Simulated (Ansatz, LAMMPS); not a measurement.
**A frame of liquid (Rb,Cs)Cl from 1000 K, run at 300 K (84 atoms) in motion**

How do the atoms of a frame of liquid (Rb,Cs)Cl from 1000 K, run at 300 K (84 atoms) move, and what local order do they keep?

Calculated with Ansatz 0.2.0; Kohn-Sham DFT, PBE, PAW (set soft_2), plane waves.

## 1. The structure

The cell holds 84 atoms: 25 Rb, 17 Cs and 42 Cl. Its edges and angles: a = 15.586 Å, b = 15.586 Å, c = 15.586 Å, α = 90.0°, β = 90.0°, γ = 90.0°. 84 atoms (25 Rb, 17 Cs, 42 Cl) placed at random at 2.58 g/cm³, melted at 1800 K for 10 ps at fixed volume with the Lennard-Jones and Coulomb ion parameters for SPC/E (Joung and Cheatham, J. Phys. Chem. B 112, 9020 (2008)), full charges. Snapshot at the end of a hold of 20 ps at 1000 K and fixed volume.

Before any run, some limits are plain. The starting topology of bonds comes from the classical model. The cell was made at 1000 K but the dynamics is set to 300 K: the trajectory isn't one at 1000 K. The ion parameters were fitted for water, not for melts, so the starting structure of this cell may lie well off the real melt's. Sampling is at Γ alone, for a cell whose shortest periodic width is 16 Å. The levels lack spin–orbit coupling, which is large for the heavy elements here.

## 2. Dynamics started at 300 K

Without a thermostat the total energy must stay constant, which tests forces and time step. The time step is 2.0 fs.

The input, input.yaml:

```yaml
crystal:
  lattice:
    - [15.586, 0.0, 0.0]
    - [0.0, 15.586, 0.0]
    - [0.0, 0.0, 15.586]
  atoms:
    - { symbol: Rb, position: [0.29982, 0.6339, 0.51602] }
    - { symbol: Rb, position: [0.63072, 0.64854, 0.87008] }
    - { symbol: Rb, position: [0.48976, 0.066, 0.97912] }
    - { symbol: Rb, position: [0.24872, 0.0765, 0.87184] }
    [... 74 atom lines left out ...]
    - { symbol: Cl, position: [0.35935, 0.23144, 0.96038] }
    - { symbol: Cl, position: [0.2603, 0.96777, 0.23322] }
    - { symbol: Cl, position: [0.36406, 0.14657, 0.44185] }
    - { symbol: Cl, position: [0.87673, 0.33628, 0.09539] }
    - { symbol: Cl, position: [0.45042, 0.52308, 0.8362] }
    - { symbol: Cl, position: [0.06246, 0.73712, 0.15726] }
kpoints:
  mp_grid: { grid: [1, 1, 1] }
hamiltonian:
  xc: pbe
scf:
  occupations: { method: fixed }
output:
  forces: true
md:
  timestep: 2.0
  n_steps: 54
  ensemble: nve
  temperature: 300
  initial_velocities: maxwell_boltzmann
  seed: 1709
```

On the command line:

```console
ansatz run input.yaml --threads 4 --pin off --max-ram 8192MiB --backend cpu --events-out ev --progress --plain --runs-dir out
```

Run time: 20 min. Hardware: 4 threads of AMD EPYC 7R43, shared host; peak memory 4.5 GiB; 77 min of CPU time.

The program notes that it switched symmetry off.

Rows from the run:

| time (fs) | T (K) | potential (meV/atom) | conserved (meV/atom) |
| --- | --- | --- | --- |
| 0.0 | 300 | 0.0 | 0.00 |
| 8.0 | 315 | -1.9 | 0.00 |
| 14.0 | 330 | -3.8 | 0.00 |
| 22.0 | 350 | -6.4 | -0.01 |
| 28.0 | 364 | -8.2 | -0.01 |
| 36.0 | 379 | -10.1 | -0.01 |
| 44.0 | 392 | -11.8 | 0.00 |
| 50.0 | 403 | -13.1 | 0.00 |
| 58.0 | 420 | -15.3 | 0.00 |
| 64.0 | 437 | -17.5 | 0.00 |
| 72.0 | 463 | -20.9 | 0.00 |
| 80.0 | 491 | -24.4 | -0.01 |
| 86.0 | 510 | -26.9 | -0.01 |
| 94.0 | 530 | -29.4 | -0.01 |
| 100.0 | 540 | -30.6 | -0.01 |
| 108.0 | 546 | -31.5 | -0.01 |

Mean square displacement from the first frame to the last: Rb 0.13 Å², Cs 0.073 Å², Cl 0.23 Å².

The mean square displacement by time lag:

| time lag (fs) | Cl (Å²) | Cs (Å²) | Rb (Å²) |
| --- | --- | --- | --- |
| 2.0 | 1.1e-4 | 3.0e-5 | 5.6e-5 |
| 4.0 | 4.5e-4 | 1.2e-4 | 2.2e-4 |
| 6.0 | 0.00100 | 2.7e-4 | 5.0e-4 |
| 8.0 | 0.00178 | 4.7e-4 | 9.0e-4 |
| 10.0 | 0.00278 | 7.4e-4 | 0.00140 |
| 12.0 | 0.00400 | 0.00106 | 0.00201 |
| 14.0 | 0.00543 | 0.00144 | 0.00274 |
| 16.0 | 0.00708 | 0.00188 | 0.00357 |
| 18.0 | 0.00894 | 0.00237 | 0.00451 |
| 20.0 | 0.0110 | 0.00292 | 0.00556 |
| 22.0 | 0.0133 | 0.00353 | 0.00672 |
| 24.0 | 0.0158 | 0.00419 | 0.00798 |
| 28.0 | 0.0213 | 0.00568 | 0.0108 |
| 30.0 | 0.0243 | 0.00651 | 0.0124 |
| 32.0 | 0.0275 | 0.00739 | 0.0141 |
| 34.0 | 0.0309 | 0.00832 | 0.0159 |
| 36.0 | 0.0345 | 0.00930 | 0.0177 |
| 38.0 | 0.0382 | 0.0103 | 0.0197 |
| 40.0 | 0.0421 | 0.0114 | 0.0218 |
| 42.0 | 0.0462 | 0.0126 | 0.0239 |
| 44.0 | 0.0503 | 0.0138 | 0.0262 |
| 46.0 | 0.0547 | 0.0150 | 0.0285 |
| 48.0 | 0.0591 | 0.0163 | 0.0310 |
| 50.0 | 0.0637 | 0.0176 | 0.0335 |
| 54.0 | 0.0732 | 0.0204 | 0.0388 |

Over the second half of 108 fs the temperature averages 488 K, rising from about 426 to 541 K (means over the first and last quarter of that half). The conserved energy stays within 0.01 meV/atom. From first frame to last Cl has the largest mean square displacement, 0.23 Å² at the end; the farthest move is 1.37 Å. The mean temperature of 488 K lies well off the 300 K of the input: without a thermostat, the energy that the start releases heats the cell. The count of bonds goes from 202 in the first frame to 211 in the last, by one set of cutoffs: 3 pairs passed out of them and 12 came within. The run spans 0.11 ps, too short for its means to be equilibrium values.

## 3. Local order late in the run

The g(r) is a mean over the second half; what follows it is taken at the last frame.

Density 2.58 g/cm³, 45.07 Å³ an atom.

Mean of 15 frames. Pair distribution functions g(r), in bins of 0.2 Å:

| r (Å) | total | Cl-Cl | Cl-Rb | Cl-Cs | Rb-Rb | Rb-Cs | Cs-Cs |
| --- | --- | --- | --- | --- | --- | --- | --- |
| 2.80 | 0.07 | 0.00 | 0.20 | 0.07 | 0.00 | 0.00 | 0.00 |
| 3.00 | 0.82 | 0.00 | 2.38 | 0.57 | 0.00 | 0.00 | 0.00 |
| 3.20 | 2.47 | 0.00 | 5.81 | 3.66 | 0.00 | 0.00 | 0.00 |
| 3.40 | 2.24 | 0.00 | 3.96 | 5.22 | 0.00 | 0.00 | 0.00 |
| 3.60 | 1.20 | 0.23 | 2.23 | 2.31 | 0.00 | 0.04 | 0.10 |
| 3.80 | 0.81 | 0.27 | 1.16 | 1.26 | 0.30 | 0.62 | 1.14 |
| 4.00 | 0.70 | 0.51 | 0.52 | 1.05 | 1.21 | 0.56 | 0.84 |
| 4.20 | 0.93 | 1.63 | 0.37 | 0.47 | 1.37 | 1.53 | 0.27 |
| 4.40 | 1.04 | 2.06 | 0.32 | 0.38 | 1.44 | 1.64 | 0.82 |
| 4.60 | 1.14 | 1.55 | 0.23 | 0.56 | 1.76 | 2.81 | 1.67 |
| 4.80 | 1.25 | 1.90 | 0.16 | 0.67 | 2.33 | 2.35 | 2.34 |
| 5.00 | 1.18 | 2.09 | 0.33 | 0.49 | 2.04 | 1.69 | 1.92 |
| 5.20 | 1.03 | 1.47 | 0.47 | 0.75 | 1.82 | 1.30 | 1.16 |
| 5.40 | 0.83 | 1.25 | 0.63 | 0.60 | 0.95 | 0.56 | 1.37 |
| 5.60 | 0.92 | 1.32 | 0.68 | 0.93 | 0.90 | 0.78 | 0.63 |
| 5.80 | 0.79 | 0.78 | 0.67 | 0.65 | 0.97 | 1.17 | 0.91 |
| 6.00 | 0.74 | 0.80 | 0.72 | 0.53 | 0.34 | 0.98 | 1.73 |
| 6.20 | 0.82 | 1.02 | 0.74 | 0.68 | 0.68 | 0.72 | 1.44 |
| 6.40 | 0.94 | 0.84 | 0.96 | 0.81 | 0.98 | 1.24 | 1.09 |
| 6.60 | 1.11 | 1.01 | 1.33 | 0.90 | 1.36 | 1.25 | 0.22 |
| 6.80 | 1.19 | 0.90 | 1.75 | 1.23 | 0.80 | 0.92 | 0.36 |
| 7.00 | 1.09 | 0.57 | 1.51 | 1.48 | 0.76 | 0.82 | 0.71 |
| 7.20 | 1.15 | 0.63 | 1.66 | 1.71 | 0.30 | 0.77 | 0.74 |
| 7.40 | 1.06 | 0.52 | 1.46 | 1.65 | 0.64 | 0.46 | 1.16 |
| 7.60 | 1.02 | 0.60 | 1.27 | 1.42 | 1.07 | 0.65 | 0.93 |

Bonds by pair of elements; cutoffs follow the first minimum of g(r), held within bounds set by covalent radii, and pairs that aren't listed don't count as bonded:

| pair A-B | cutoff (Å) | bonds | mean length (Å) | spread (Å) | shortest (Å) | B about A | A about B |
| --- | --- | --- | --- | --- | --- | --- | --- |
| Cl-Rb | 4.13 | 129 | 3.39 | 0.26 | 2.84 | 3.07 | 5.16 |
| Cl-Cs | 4.23 | 82 | 3.50 | 0.27 | 2.99 | 1.95 | 4.82 |

How many atoms have how many bonded neighbours:

| element | mean | 3 | 4 | 5 | 6 | 7 |
| --- | --- | --- | --- | --- | --- | --- |
| Cl | 5.02 | 1 | 5 | 28 | 8 | 0 |
| Cs | 4.82 | 1 | 5 | 8 | 2 | 1 |
| Rb | 5.16 | 0 | 3 | 15 | 7 | 0 |

Bond angles, per cent of each kind in bins of 5°:

| angle (°) | Cl-Rb-Cl | Cs-Cl-Rb | Cl-Cs-Cl | Rb-Cl-Rb | Cs-Cl-Cs |
| --- | --- | --- | --- | --- | --- |
| 55–60 | 0.0 | 0.0 | 0.6 | 0.0 | 0.0 |
| 60–65 | 0.0 | 1.0 | 1.2 | 0.0 | 1.5 |
| 65–70 | 1.5 | 2.4 | 1.8 | 1.3 | 4.5 |
| 70–75 | 6.2 | 7.7 | 4.3 | 6.3 | 1.5 |
| 75–80 | 7.3 | 10.0 | 11.6 | 8.9 | 9.1 |
| 80–85 | 11.4 | 10.5 | 7.9 | 11.4 | 10.6 |
| 85–90 | 11.0 | 11.5 | 13.4 | 15.2 | 9.1 |
| 90–95 | 11.4 | 7.7 | 11.0 | 9.5 | 9.1 |
| 95–100 | 9.2 | 3.8 | 6.1 | 7.0 | 10.6 |
| 100–105 | 7.3 | 8.6 | 4.3 | 5.1 | 3.0 |
| 105–110 | 3.7 | 3.4 | 2.4 | 3.8 | 3.0 |
| 110–115 | 2.6 | 2.9 | 3.0 | 5.7 | 3.0 |
| 115–120 | 1.5 | 1.9 | 4.3 | 2.5 | 6.1 |
| 120–125 | 2.2 | 1.9 | 2.4 | 1.9 | 1.5 |
| 125–130 | 3.7 | 2.9 | 0.6 | 1.9 | 3.0 |
| 130–135 | 1.8 | 4.3 | 5.5 | 0.6 | 6.1 |
| 135–140 | 2.2 | 2.9 | 2.4 | 0.6 | 1.5 |
| 140–145 | 2.2 | 1.9 | 3.0 | 5.7 | 3.0 |
| 145–150 | 2.9 | 0.5 | 5.5 | 1.3 | 4.5 |
| 150–155 | 2.2 | 2.9 | 1.2 | 2.5 | 4.5 |
| 155–160 | 2.6 | 3.4 | 2.4 | 1.9 | 3.0 |
| 160–165 | 1.1 | 3.8 | 1.8 | 2.5 | 1.5 |
| 165–170 | 3.3 | 1.4 | 1.8 | 4.4 | 0.0 |
| 170–175 | 2.6 | 1.4 | 1.2 | 0.0 | 0.0 |
| 175–180 | 0.4 | 1.4 | 0.0 | 0.0 | 0.0 |

Bond angles (no mean is given where the spread exceeds 20°):

| angle | count | mean (°) | spread (°) |
| --- | --- | --- | --- |
| Cl-Rb-Cl | 273 | - | - |
| Cs-Cl-Rb | 209 | - | - |
| Cl-Cs-Cl | 164 | - | - |
| Rb-Cl-Rb | 158 | - | - |
| Cs-Cl-Cs | 66 | - | - |

Bond length by coordination (bonds to H left out):

| element | coordination | atoms | mean bond length (Å) |
| --- | --- | --- | --- |
| Cl | 3 | 1 | 3.22 |
| Cl | 4 | 5 | 3.29 |
| Cl | 5 | 28 | 3.42 |
| Cl | 6 | 8 | 3.55 |
| Cs | 3 | 1 | 3.25 |
| Cs | 4 | 5 | 3.45 |
| Cs | 5 | 8 | 3.51 |
| Cs | 6 | 2 | 3.57 |
| Cs | 7 | 1 | 3.62 |
| Rb | 4 | 3 | 3.34 |
| Rb | 5 | 15 | 3.37 |
| Rb | 6 | 7 | 3.43 |

First main peaks of g(r), for some of the pairs, lie near 3.2 Å (Cl-Rb), 3.3 Å (Cl-Cs), 4.7 Å (Rb-Rb) and 4.7 Å (Rb-Cs). By these cutoffs 67 % of Cl atoms have 5, 47 % of Cs atoms have 5 and 60 % of Rb atoms have 5 bonded neighbours.

## 4. Single point at the last frame

The last frame is solved once more, with the analyses that the dynamics left out.

The input, input.yaml:

```yaml
crystal:
  lattice:
    - [15.586, 0.0, 0.0]
    - [0.0, 15.586, 0.0]
    - [0.0, 0.0, 15.586]
  atoms:
    - { symbol: Rb, position: [0.29419, 0.64133, 0.5341] }
    - { symbol: Rb, position: [0.63107, 0.63847, 0.84915] }
    - { symbol: Rb, position: [0.50779, 0.04204, 0.95721] }
    - { symbol: Rb, position: [0.25656, 0.07114, 0.85655] }
    [... 74 atom lines left out ...]
    - { symbol: Cl, position: [0.34767, 0.22362, 0.96314] }
    - { symbol: Cl, position: [0.26355, 0.97316, 0.20649] }
    - { symbol: Cl, position: [0.37538, 0.11452, 0.41655] }
    - { symbol: Cl, position: [0.87364, 0.3252, 0.08614] }
    - { symbol: Cl, position: [0.43723, 0.51602, 0.85009] }
    - { symbol: Cl, position: [0.04393, 0.75204, 0.18513] }
kpoints:
  mp_grid: { grid: [1, 1, 1] }
hamiltonian:
  xc: pbe
scf:
  occupations: { method: fixed }
output:
  forces: true
  stress: true
  populations: true
  dos:
    method: { smearing: { sigma: 0.08 } }
    de: 0.1
    projected: { site_lists: { Cl: [Cl], Cs: [Cs], Rb: [Rb] } }
  eigenvalues: true
  write_density: true
  write_potential: true
  volumetric_format: npy
```

Wall time 74 s (4 threads); peak memory 4.4 GiB.

The program notes that the exchange-correlation potential is rough where the density is thin.

The run gave:

```
free energy                                      : -223578.5583 eV
free energy per atom                             : -2661.6495 eV/atom
SCF cycles                                       : 7
pressure                                         : 0.2613 GPa
r.m.s. force component                           : 0.2278 eV/Å
longest force                                    : 1.07 eV/Å
Fermi energy                                     : 0.9291 eV
gap (highest filled to lowest empty level) : 3.553 eV
spilling of the projection                       : 0.004375
```

Neighbours are counted within 4.13 Å (Cl-Rb), 4.23 Å (Cl-Cs), the cutoffs taken from the dynamics.

Length of the force by element and coordination:

| element | coordination | atoms | mean length of the force (eV/Å) | spread | least | most |
| --- | --- | --- | --- | --- | --- | --- |
| Cl | all | 42 | 0.320 | 0.173 | 0.110 | 0.971 |
| Cl | 3 | 1 | 0.195 | 0 | 0.195 | 0.195 |
| Cl | 4 | 5 | 0.419 | 0.0698 | 0.320 | 0.529 |
| Cl | 5 | 28 | 0.325 | 0.186 | 0.110 | 0.971 |
| Cl | 6 | 8 | 0.256 | 0.142 | 0.133 | 0.602 |
| Cs | all | 17 | 0.365 | 0.189 | 0.148 | 0.934 |
| Cs | 3 | 1 | 0.223 | 0 | 0.223 | 0.223 |
| Cs | 4 | 5 | 0.374 | 0.098 | 0.233 | 0.530 |
| Cs | 5 | 8 | 0.423 | 0.238 | 0.148 | 0.934 |
| Cs | 6 | 2 | 0.198 | 0.0462 | 0.152 | 0.244 |
| Cs | 7 | 1 | 0.328 | 0 | 0.328 | 0.328 |
| Rb | all | 25 | 0.381 | 0.202 | 0.123 | 1.07 |
| Rb | 4 | 3 | 0.487 | 0.149 | 0.339 | 0.691 |
| Rb | 5 | 15 | 0.345 | 0.114 | 0.201 | 0.574 |
| Rb | 6 | 7 | 0.412 | 0.316 | 0.123 | 1.07 |

Löwdin charges by element and coordination (they lack the spilled electrons, 0.035 e an atom on average):

| element | coordination | atoms | mean charge (e) | spread | least | most |
| --- | --- | --- | --- | --- | --- | --- |
| Cl | all | 42 | -0.744 | 0.0047 | -0.753 | -0.733 |
| Cl | 3 | 1 | -0.747 | 0 | -0.747 | -0.747 |
| Cl | 4 | 5 | -0.748 | 0.0052 | -0.753 | -0.738 |
| Cl | 5 | 28 | -0.744 | 0.0037 | -0.75 | -0.736 |
| Cl | 6 | 8 | -0.739 | 0.0037 | -0.742 | -0.733 |
| Cs | all | 17 | 0.838 | 0.01 | 0.817 | 0.855 |
| Cs | 3 | 1 | 0.855 | 0 | 0.855 | 0.855 |
| Cs | 4 | 5 | 0.844 | 0.0041 | 0.839 | 0.850 |
| Cs | 5 | 8 | 0.837 | 0.0086 | 0.826 | 0.853 |
| Cs | 6 | 2 | 0.831 | 0.0018 | 0.829 | 0.833 |
| Cs | 7 | 1 | 0.817 | 0 | 0.817 | 0.817 |
| Rb | all | 25 | 0.797 | 0.0093 | 0.781 | 0.818 |
| Rb | 4 | 3 | 0.811 | 0.0054 | 0.805 | 0.818 |
| Rb | 5 | 15 | 0.799 | 0.0059 | 0.788 | 0.809 |
| Rb | 6 | 7 | 0.787 | 0.0061 | 0.781 | 0.798 |

States in the cell by windows of 1 eV, zero at the Fermi level; the larger projections on atomic orbitals stand beside the total:

| from (eV) | to (eV) | total | Cl p | Rb p | Cs p |
| --- | --- | --- | --- | --- | --- |
| -10 | -9 | 107.1 | 0.8 | 105.1 | 0.1 |
| -9 | -8 | 41.5 | 0.4 | 40.5 | 0.0 |
| -8 | -7 | 40.2 | 0.6 | 0.1 | 39.0 |
| -7 | -6 | 61.8 | 1.1 | 0.1 | 60.0 |
| -6 | -2 | 0.0 | 0.0 | 0.0 | 0.0 |
| -2 | -1 | 103.5 | 97.5 | 0.5 | 0.7 |
| -1 | 0 | 147.3 | 142.3 | 0.7 | 1.2 |
| 0 | 1 | 1.2 | 1.2 | 0.0 | 0.0 |
| 1 | 3 | 0.0 | 0.0 | 0.0 | 0.0 |
| 3 | 4 | 2.0 | 0.0 | 0.0 | 0.0 |
| 4 | 5 | 17.7 | 0.9 | 0.1 | 0.1 |

The curve was stored every 0.10 eV, coarse against its broadening of 0.08 eV, so these counts are rough.

With fixed occupations the program's Fermi level is the highest filled level; weight inside the gap is the broadening of levels at its edges.

Between -26 and -10 eV lie 169 more states.

The levels nearest the highest filled one (over half full), pooled over k-points and spins:

| level less the highest filled one (eV) | occupation |
| --- | --- |
| -0.361 | 2 |
| -0.323 | 2 |
| -0.289 | 2 |
| -0.215 | 2 |
| -0.161 | 2 |
| 0 | 2 |
| 3.55 | 0 |
| 4.35 | 0 |
| 4.40 | 0 |
| 4.44 | 0 |
| 4.50 | 0 |
| 4.58 | 0 |

Mean Löwdin charges: Cl -0.74, Cs +0.84, Rb +0.80 e (they miss 0.44 % of the electrons, so they add up to more than the cell's charge).

## 5. What came out

| Quantity | Value |
| --- | --- |
| mean temperature, second half | 488.2 K |
| temperature swing, second half | 45.23 K |
| slope of the conserved energy against time, by least squares | -0.04 meV/atom/ps |
| free energy per atom | -2661.6495 eV/atom |
| pressure | 0.2613 GPa |
| r.m.s. force component | 0.2278 eV/Å |
| gap (highest filled to lowest empty level) | 3.553 eV |
| wall time of the 2 DFT runs | 22 min |

In words: Over the second half of 108 fs the temperature averages 488 K, rising from about 426 to 541 K (means over the first and last quarter of that half). The conserved energy stays within 0.01 meV/atom. The mean temperature of 488 K lies well off the 300 K of the input: without a thermostat, the energy that the start releases heats the cell. The count of bonds goes from 202 in the first frame to 211 in the last, by one set of cutoffs: 3 pairs passed out of them and 12 came within. The run spans 0.11 ps, too short for its means to be equilibrium values. With the cutoffs above, 67 % of Cl atoms have 5, 47 % of Cs atoms have 5 and 60 % of Rb atoms have 5 bonded neighbours. The highest filled and lowest empty levels differ by 3.55 eV (at Γ alone); a semilocal functional tends to put such gaps too low. In a disordered cell it changes from sample to sample and from frame to frame.

**Limits.** The starting topology of bonds comes from the classical model; in DFT 3 of its 202 bonded pairs passed out of the cutoffs and 12 came within them. The pressure of a single frame lacks the kinetic term, about 0.15 GPa here.

[Logs are printed without paths, hosts, clocks, repeated set-up lines and the standing remarks that a program may print on its own settings, such as how far it seeks lower states.]

[Hosts, paths, dates, database ids (printed as entryN), source tags and the programs' standing remarks are cut or masked in the printed files.]
